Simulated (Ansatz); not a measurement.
**WC (hexagonal): which axis gives way under pressure?**

Cell and atoms of hexagonal WC are relaxed at set pressures, to see how each axis shrinks. The phase is followed to these pressures whether or not it stays the stable one.

Calculated with Ansatz 0.2.0, PBEsol, PAW files of the set soft_1, cutoff 600 eV, Fermi–Dirac smearing 0.05 eV, k-mesh 17×17×15, no spin polarisation, no spin-orbit coupling.

Reference cell, relaxed at zero pressure with PBEsol (P-6m2): a = 2.8989 Å, b = 2.8989 Å, c = 2.8273 Å, α = 90.00°, β = 90.00°, γ = 120.00°.

```csv
atom,x,y,z
W,0.0000,0.0000,0.0000
C,0.6667,0.3333,0.5000
```

| P (GPa) | a (Å) | c (Å) | c/a |
| --- | --- | --- | --- |
| −4.00 | 2.9095 | 2.8351 | 0.9744 |
| 0.00 | 2.8989 | 2.8273 | 0.9753 |
| 4.99 | 2.8863 | 2.8181 | 0.9764 |
| 15.00 | 2.8631 | 2.8008 | 0.9782 |
| 20.00 | 2.8523 | 2.7928 | 0.9791 |
| 29.99 | 2.8321 | 2.7776 | 0.9807 |

**Question.** Give the linear compressibility of each axis at zero pressure, and the edges at 10.00 GPa, a row left out above.

Least squares with l = l0 + l1 P + l2 P² gives for a: l0 = 2.8990 Å, l1 = −2.562e−3 Å/GPa, l2 = 1.11e−5 Å/GPa², so β = −l1/l0 = 0.884 × 10⁻³ GPa⁻¹ and the withheld edge is 2.8745 Å. The run itself gives 2.8744 Å, so the estimate misses by 0.0001 Å, a rounding's worth.

Least squares with l = l0 + l1 P + l2 P² gives for c: l0 = 2.8274 Å, l1 = −1.883e−3 Å/GPa, l2 = 7.51e−6 Å/GPa², so β = −l1/l0 = 0.666 × 10⁻³ GPa⁻¹ and the withheld edge is 2.8093 Å. The run itself gives 2.8093 Å, so the estimate misses by 0.0000 Å, a rounding's worth.

The compressibilities add to the volume compressibility, 2β_a + β_c = 2.433 × 10⁻³ GPa⁻¹, or B0 ≈ 411 GPa; a parabola over so wide a range errs a few per cent to the stiff side. The a axis is the softest, 1.3 times as compressible as c.

[Logs are printed without paths, hosts, clocks, repeated set-up lines and the standing remarks that a program may print on its own settings, such as how far it seeks lower states.]
